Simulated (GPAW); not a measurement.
# STM contrast on 2H-NbSTe monolayer

What would a tunnelling microscope show on 2H-NbSTe monolayer?

Program: GPAW 26.7.0. Level of theory: GPAW, PAW setups; layer in a repeated cell with vacuum, relaxation of atoms and in-plane cell, in the first sound run; inputs show where later runs differ. Results are calculated unless marked as measured.

## (1) Starting point

The cell holds 3 atoms: 1 Te, 1 Nb and 1 S. Cell: a = 3.620 Å, b = 3.620 Å, c = 19.429 Å, α = 90.0°, β = 90.0°, γ = 120.0°. Vacuum lies along c.

## (2) Relaxation

The atoms are relaxed first, since the surface dipole, and with it the work function, follows the positions of the outer layers.

run.py

```python
import json
import numpy as np
from ase import Atoms
from ase.filters import FrechetCellFilter
from ase.optimize import BFGS
from gpaw import GPAW, PW

slab = Atoms(
    ['Te', 'Nb', 'S'],
    positions=[
        [-0.00000, 2.09026, 8.00000],
        [0.00000, 0.00000, 9.97540],
        [-0.00000, 2.09026, 11.42899]],
    cell=[[3.62043, 0.0, 0.0], [-1.81022, 3.13539, 0.0], [0.0, 0.0, 19.429]],
    pbc=[True, True, True])

slab.calc = GPAW(mode=PW(600), xc='PBE', kpts={'size': (9, 9, 1), 'gamma': True},
                 occupations={'name': 'fermi-dirac', 'width': 0.05}, nbands='160%',
                 convergence={'density': 1e-05}, maxiter=200,
                 symmetry={'tolerance': 1e-3}, txt='slab.txt')
result = {}
# The in-plane cell is free; stress needs a cell that repeats along all three vectors
path = []
opt = BFGS(FrechetCellFilter(slab, mask=[1, 1, 0, 0, 0, 1]), maxstep=0.2)
opt.attach(lambda: path.append((slab.get_potential_energy(), slab.positions.tolist(), slab.get_forces().tolist())))
result['relaxed'] = bool(opt.run(fmax=0.02, steps=45))
result['path'] = path
result['cell'] = slab.cell.tolist()
print('in-plane lattice', slab.cell.cellpar().round(4)[[0, 1, 5]])
energy = slab.get_potential_energy()
fermi = slab.calc.get_fermi_level()
v = slab.calc.get_electrostatic_potential().mean((0, 1)) - fermi
n = slab.calc.get_pseudo_density().mean((0, 1))
L = slab.cell[2, 2]
z = np.arange(len(v)) * L / len(v)
low, high = slab.positions[:, 2].min(), slab.positions[:, 2].max()
below, above = np.interp([low - 5.8, high + 5.8], z, v)
slopes = [np.interp(x, z, np.gradient(v, z)) for x in (low - 5.8, high + 5.8)]
eps = np.array([[slab.calc.get_eigenvalues(k, s) for k in range(len(slab.calc.get_ibz_k_points()))]
                for s in range(slab.calc.get_number_of_spins())]) - fermi
top, bottom = eps[eps < 0].max(), eps[eps > 0].min()
dipole = slab.get_dipole_moment()[2]
print(f'energy {energy:.4f} eV, Fermi level {fermi:.4f} eV, dipole {dipole:.5f} e A')
print(f'potential 5.8 A off the faces, from the Fermi level: lower {below:.4f} eV, upper {above:.4f} eV')
print(f'slope of the potential there: lower {slopes[0]:.5f}, upper {slopes[1]:.5f} eV/A')
print(f'nearest levels on the mesh: {top:.4f} and {bottom:.4f} eV')
print('magnetic moment', round(slab.get_magnetic_moment(), 3))
result.update(energy=energy, fermi=fermi, dipole=dipole, below=below, above=above, slopes=slopes, edges=[top, bottom],
              z=z.tolist(), v=v.tolist(), n=n.tolist(), positions=slab.positions.tolist(),
              forces=slab.get_forces(apply_constraint=False).tolist(), moments=slab.get_magnetic_moments().tolist())
json.dump(result, open('result.json', 'w'))
```

The run is started by

```bash
$ OMP_NUM_THREADS=1 OPENBLAS_NUM_THREADS=1 python run.py
```

What it wrote:

```text
Step          Energy          fmax
BFGS:    0      -19.789927        0.977409
BFGS:    1      -19.832250        0.796611
BFGS:    2      -19.897989        0.245777
BFGS:    3      -19.899523        0.115838
BFGS:    4      -19.900176        0.088894
BFGS:    5      -19.901352        0.076551
BFGS:    6      -19.901606        0.077076
BFGS:    7      -19.901812        0.039806
BFGS:    8      -19.901861        0.013934
in-plane lattice [  3.5246   3.5246 120.    ]
energy -19.8849 eV, Fermi level -1.1053 eV, dipole -0.05115 e A
potential 5.8 A off the faces, from the Fermi level: lower 5.1407 eV, upper 5.3377 eV
slope of the potential there: lower -0.04400, upper -0.04408 eV/A
nearest levels on the mesh: -0.0284 and 0.0268 eV
magnetic moment 0.0
```

Elapsed: 4.2 min, on 1 thread of Arm Neoverse V1, shared host; peak memory 0.38 GiB.

This step gave:

```yaml
dipole_along_the_normal: -0.05115 e·Å
levels_nearest_the_fermi_level_on_the_mesh: -0.02843, 0.02680 eV from the Fermi level
```

Table of electrostatic potential energy of an electron (without an applied field's), less the Fermi level, planar mean by z:

z (Å), electrostatic potential energy of an electron (without an applied field's), less the Fermi level, planar mean (eV) and a bar from the least value:
```
      0.0        5.2 ##############################
      0.5        5.2 ##############################
      1.0        5.2 ##############################
      1.5        5.2 ##############################
      2.0        5.2 ##############################
      2.5        5.1 ##############################
      3.0        5.1 ##############################
      3.5        5.1 ##############################
      4.0        5.1 ##############################
      4.5        5.0 ##############################
      5.0        5.0 #############################
      5.5        4.9 #############################
      6.0        4.8 #############################
      6.5        4.1 ############################
      7.0        1.3 #########################
      7.5       -8.1 ##############
      8.0      -20.5 
      8.5      -10.5 ###########
      9.0       -3.1 ####################
      9.5       -9.4 #############
     10.0      -17.8 ###
     10.5       -9.6 #############
     11.0       -8.9 #############
     11.5      -13.5 ########
     12.0       -0.4 #######################
     12.5        4.3 #############################
     13.0        5.3 ##############################
     13.5        5.4 ##############################
     14.0        5.5 ##############################
     14.5        5.5 ##############################
     15.0        5.4 ##############################
     15.5        5.4 ##############################
     16.0        5.4 ##############################
     16.5        5.4 ##############################
     17.0        5.3 ##############################
     17.5        5.3 ##############################
     18.0        5.3 ##############################
     18.5        5.3 ##############################
     19.0        5.3 ##############################
```

Table of pseudo valence density, planar mean by z:

z (Å), pseudo valence density, planar mean (e/Å³) and a bar from the least value:
```
     0.00       0.00 
     0.52       0.00 
     1.04       0.00 
     1.56       0.00 
     2.08       0.00 
     2.60       0.00 
     3.12       0.00 
     3.64       0.00 
     4.16       0.00 
     4.68       0.00 
     5.20       0.00 
     5.72       0.00 
     6.25       0.02 #
     6.77       0.08 ##
     7.29       0.25 #######
     7.81       0.19 #####
     8.33       0.26 #######
     8.85       0.33 #########
     9.37       0.41 ###########
     9.89       1.08 ##############################
    10.41       0.68 ###################
    10.93       0.46 #############
    11.45       0.34 #########
    11.97       0.27 #######
    12.49       0.07 ##
    13.01       0.01 
    13.53       0.00 
    14.05       0.00 
    14.57       0.00 
    15.09       0.00 
    15.61       0.00 
    16.13       0.00 
    16.65       0.00 
    17.17       0.00 
    17.69       0.00 
    18.21       0.00 
    18.74       0.00 
    19.26       0.00
```

The relaxation lowered the energy of the cell by 0.111 eV (energies extrapolated to zero smearing; the optimiser's log prints free energies). The largest force left on a free atom is 0.014 eV/Å.

## (3) The slab's potential

The work function is the vacuum plateau of the electrostatic potential less the Fermi level; a dipole layer lets the two faces have plateaus of their own.

This step: GPAW, PAW setups; slab in vacuum (GPAW 26.7.0).

The cell differs from the one that the last finished run ended in (c 19.429 → 19.356 Å).

run.py

```python
import json
import numpy as np
from ase import Atoms
from ase.dft.stm import STM
from gpaw import GPAW, PW

slab = Atoms(
    ['Te', 'Nb', 'S'],
    positions=[
        [-0.00000, 2.03491, 8.00000],
        [-0.00000, 0.00000, 9.95452],
        [-0.00000, 2.03491, 11.35634]],
    cell=[[3.52455, -0.0, 0.0], [-1.76228, 3.05236, 0.0], [0.0, 0.0, 19.3563]],
    pbc=[True, True, False])

slab.calc = GPAW(mode=PW(400), xc='PBE', kpts={'size': (9, 9, 1), 'gamma': True},
                 occupations={'name': 'fermi-dirac', 'width': 0.05}, nbands='160%',
                 convergence={'density': 1e-05}, maxiter=200,
                 poissonsolver={'dipolelayer': 'xy'},
                 symmetry={'tolerance': 1e-3}, txt='slab.txt')
result = {}
energy = slab.get_potential_energy()
fermi = slab.calc.get_fermi_level()
v = slab.calc.get_electrostatic_potential().mean((0, 1)) - fermi
n = slab.calc.get_pseudo_density().mean((0, 1))
L = slab.cell[2, 2]
z = np.arange(len(v)) * L / len(v)
low, high = slab.positions[:, 2].min(), slab.positions[:, 2].max()
below, above = np.interp([low - 5.8, high + 5.8], z, v)
slopes = [np.interp(x, z, np.gradient(v, z)) for x in (low - 5.8, high + 5.8)]
eps = np.array([[slab.calc.get_eigenvalues(k, s) for k in range(len(slab.calc.get_ibz_k_points()))]
                for s in range(slab.calc.get_number_of_spins())]) - fermi
top, bottom = eps[eps < 0].max(), eps[eps > 0].min()
dipole = slab.get_dipole_moment()[2]
print(f'energy {energy:.4f} eV, Fermi level {fermi:.4f} eV, dipole {dipole:.5f} e A')
print(f'potential 5.8 A off the faces, from the Fermi level: lower {below:.4f} eV, upper {above:.4f} eV')
print(f'slope of the potential there: lower {slopes[0]:.5f}, upper {slopes[1]:.5f} eV/A')
print(f'nearest levels on the mesh: {top:.4f} and {bottom:.4f} eV')
print('magnetic moment', round(slab.get_magnetic_moment(), 3))
result.update(energy=energy, fermi=fermi, dipole=dipole, below=below, above=above, slopes=slopes, edges=[top, bottom],
              z=z.tolist(), v=v.tolist(), n=n.tolist(), positions=slab.positions.tolist(),
              forces=slab.get_forces(apply_constraint=False).tolist(), moments=slab.get_magnetic_moments().tolist())

# Images need the states of the whole zone, up to time reversal
slab.calc = slab.calc.fixed_density(symmetry={'point_group': False}, txt='states.txt', nbands='220%',
                                    convergence={'bands': 'CBM+0.8'})
stm = STM(slab)
result['stm'] = []
for bias in [-0.5, 0.5]:
    height = high + 3.5
    current = stm.get_averaged_current(bias, height)
    x, y, h = stm.scan(bias, current)
    i, f = divmod(height / L * stm.ldos.shape[2], 1)
    I = abs((1 - f) * stm.ldos[:, :, int(i)] + f * stm.ldos[:, :, int(i) + 1])
    print(f'bias {bias} V: mean current at 3.5 A {current:.4e}, corrugation {np.ptp(h):.4f} A')
    result['stm'].append(dict(bias=bias, current=current, h=(h - high).tolist(), I=I.tolist()))
json.dump(result, open('result.json', 'w'))
```

What it wrote:

```text
energy -19.8488 eV, Fermi level -1.0948 eV, dipole -0.03653 e A
potential 5.8 A off the faces, from the Fermi level: lower 4.9425 eV, upper 5.5520 eV
slope of the potential there: lower 0.00002, upper -0.00004 eV/A
nearest levels on the mesh: -0.0279 and 0.0269 eV
magnetic moment 0.0
bias -0.5 V: mean current at 3.5 A 2.5371e-06, corrugation 0.7047 A
bias 0.5 V: mean current at 3.5 A 3.8077e-06, corrugation 0.4067 A
```

The job ended after 89 s (1 thread; peak memory 0.33 GiB).

This step gave:

| Quantity | Value |
| --- | --- |
| dipole along the normal | -0.03653 e·Å |
| levels nearest the Fermi level on the mesh | -0.02794, 0.02690 eV from the Fermi level |
| upper work function | 5.552 eV |
| lower work function | 4.943 eV |
| corrugation -0.5 | 0.7047 Å |
| corrugation 0.5 | 0.4067 Å |

Table of electrostatic potential energy of an electron (without an applied field's), less the Fermi level, planar mean by z:

```
z (Å)  electrostatic potential energy of an electron (without an applied field's), less the Fermi level, planar mean (eV)
  0.0                                                                                                                5.25
  0.5                                                                                                                4.94
  1.0                                                                                                                4.94
  1.5                                                                                                                4.94
  2.0                                                                                                                4.94
  2.5                                                                                                                4.94
  3.0                                                                                                                4.94
  3.5                                                                                                                4.94
  4.0                                                                                                                4.94
  4.5                                                                                                                4.94
  5.0                                                                                                                4.93
  5.5                                                                                                                4.88
  6.0                                                                                                                4.70
  6.5                                                                                                                3.94
  7.0                                                                                                               0.953
  7.5                                                                                                               -9.02
  8.0                                                                                                               -20.5
  8.5                                                                                                               -9.71
  9.0                                                                                                               -3.16
  9.5                                                                                                               -10.1
 10.0                                                                                                               -17.8
 10.5                                                                                                               -9.08
 11.0                                                                                                               -9.48
 11.5                                                                                                               -12.8
 12.0                                                                                                              0.0987
 12.5                                                                                                                4.42
 13.0                                                                                                                5.33
 13.5                                                                                                                5.51
 14.0                                                                                                                5.54
 14.5                                                                                                                5.55
 15.0                                                                                                                5.55
 15.5                                                                                                                5.55
 16.0                                                                                                                5.55
 16.5                                                                                                                5.55
 17.0                                                                                                                5.55
 17.5                                                                                                                5.55
 18.0                                                                                                                5.55
 18.5                                                                                                                5.55
 19.0                                                                                                                5.52
```

The pseudo valence density, planar mean by z:

z (Å), pseudo valence density, planar mean (e/Å³) and a bar:
```
        4       0.00 
        5       0.00 
        6       0.01 
        7       0.15 ####
        8       0.12 ###
        9       0.31 #########
       10       1.08 ##############################
       11       0.45 ############
       12       0.24 #######
       13       0.01 
       14       0.00 
       15       0.00
```

Tip height over the top atom over a1 and a2. Sample bias -0.5 V, constant current at the mean current 3.5 Å over the top atom.

Ten even steps from '_' (3.01 Å) to '@' (3.71 Å):
```
__..--==**##%%%%%%%%%%%%##**==--..__
::--==**##%%%%@@@@@@%%%%##**==--::..
--==**##%%%%@@@@@@@@%%%%##**==--::::
++**##%%@@@@@@@@@@@@@@%%##**++------
**##%%%%@@@@@@@@@@@@%%%%##**++====++
**%%%%@@@@@@@@@@@@@@%%%%****++++++**
##%%@@@@@@@@@@@@@@@@%%##****++++****
%%%%@@@@@@@@@@@@@@%%%%##**********##
%%%%@@@@@@@@@@@@%%%%##************##
%%%%%%%%@@%%%%%%%%##**************##
##%%%%%%%%%%%%####****************##
**##########************************
************************************
++======++++++++**************++++++
----------==++++************++++==--
::..::::--==++**************++==--::
____..::--++****########****++--::..
____::--++****##%%%%%%##****++--::__
```
Columns: a1 from 0 to 0.944; rows upwards: a2 from 0 to 0.944.

Local density of states summed over the bias window over a1 and a2. Sample bias -0.5 V, constant height 3.5 Å over the top atom.

Ten even steps from '0' (0.71 × 1e-6 arbitrary) to '9' (4.87 × 1e-6 arbitrary):
```
001234566665432100
012345677765432100
123457888875432111
234578999875432111
345789999875432222
456899999865432223
567899998765433334
567899987654333334
567888876544333344
566777665443333344
555555554433333344
444444443333333334
333333333333333333
222222233333333322
111112233333333221
000112233444332211
000112344444432110
000123455555432100
```
Columns: a1 from 0 to 0.944; rows upwards: a2 from 0 to 0.944.

Tip height over the top atom over a1 and a2. Sample bias 0.5 V, constant current at the mean current 3.5 Å over the top atom.

Ten even steps from '_' (3.27 Å) to '@' (3.67 Å):
```
__..::--==++**########**++==--::..__
..::--++**##%%%%%%%%%%##**++--::....
::--++**##%%%%%%%%%%%%##**++--::::::
--==**##%%@@@@@@@@@@%%##**==----::--
==++##%%@@@@@@@@@@@@%%##++==--------
++**%%%%@@@@@@@@@@%%%%**++====--====
**##%%%%@@@@@@@@%%%%##**++========++
**##%%%%@@@@@@%%%%##**++==========++
**##%%%%@@@@%%%%##**++++========++++
**##%%%%%%%%%%##**++++==========++++
****########****++++============++++
++++******++++++==================++
====++++============================
------------======================--
::::::::------================------
......::::--======++++++======--::::
____..::----==++++++++++++==----::..
____..::--==++**********++==--::..__
```
Columns: a1 from 0 to 0.944; rows upwards: a2 from 0 to 0.944.

Local density of states summed over the bias window over a1 and a2. Sample bias 0.5 V, constant height 3.5 Å over the top atom.

Values in units of 1e-6 arbitrary, 12 rows by 16 columns, each cell a mean:
```
2.5 2.7 3.0 3.5 3.9 4.3 4.6 4.7 4.7 4.5 4.2 3.8 3.3 2.9 2.6 2.5
2.8 3.1 3.6 4.1 4.6 4.9 5.2 5.2 5.1 4.8 4.3 3.8 3.3 3.0 2.7 2.7
3.3 3.8 4.3 4.8 5.3 5.6 5.7 5.6 5.3 4.8 4.3 3.8 3.3 3.0 3.0 3.0
3.7 4.2 4.8 5.3 5.6 5.8 5.8 5.6 5.2 4.7 4.1 3.6 3.3 3.2 3.2 3.3
4.1 4.6 5.1 5.4 5.7 5.7 5.6 5.3 4.8 4.2 3.8 3.5 3.4 3.3 3.4 3.7
4.2 4.7 5.0 5.3 5.4 5.3 5.1 4.8 4.3 3.9 3.6 3.4 3.3 3.4 3.5 3.8
4.1 4.4 4.7 4.8 4.8 4.6 4.4 4.0 3.7 3.5 3.4 3.2 3.3 3.4 3.6 3.8
3.8 4.0 4.2 4.2 4.1 3.9 3.8 3.6 3.5 3.3 3.2 3.2 3.3 3.4 3.5 3.7
3.3 3.4 3.4 3.4 3.4 3.4 3.4 3.4 3.3 3.3 3.2 3.2 3.3 3.3 3.4 3.3
3.0 2.9 2.9 3.0 3.1 3.2 3.3 3.4 3.4 3.4 3.4 3.4 3.3 3.3 3.1 3.0
2.6 2.5 2.7 2.8 3.0 3.2 3.5 3.6 3.7 3.7 3.6 3.5 3.3 3.1 2.9 2.7
2.4 2.5 2.7 2.9 3.2 3.5 3.8 4.0 4.1 4.0 3.8 3.6 3.3 3.0 2.7 2.5
```
Columns: a1 from 0 to 0.944; rows upwards: a2 from 0 to 0.944.

The potential is flat to 3.8e-5 eV/Å where it is read, so the vacuum is wide enough.

## (4) Outcome

| Property | Result |
| --- | --- |
| work function, upper and lower face | 5.552 and 4.943 eV |
| dipole along the normal | -0.0365 e Å |
| corrugation at -0.5 V | 0.705 Å |
| corrugation at 0.5 V | 0.407 Å |

The corrugation at constant current is largest at -0.5 V, where the tip height varies by 0.70 Å over the cell. Negative sample bias images filled states, positive bias empty ones. The two faces differ by 0.61 eV, the step that the slab's dipole makes (e p/(ε0 A) gives 0.61 eV), so the dipole layer is needed. The images are of Tersoff-Hamann type: an s-wave tip, no tip-sample forces, heights closer than in a microscope. The relaxation of atoms and cell ran in a fully periodic cell without the dipole layer, so the atoms of this polar layer felt a small spurious field. The cell holds an odd number of electrons, so without spin polarisation it must come out metallic and without a moment, whatever its true state. The layer's cell and atoms come from the relaxation; spin-orbit coupling and temperature are left out.

[Logs are printed without paths, hosts, clocks, repeated set-up lines and the standing remarks that a program may print on its own settings, such as how far it seeks lower states.]

[Hosts, paths, dates, database ids (printed as entryN), source tags and the programs' standing remarks are cut or masked in the printed files.]
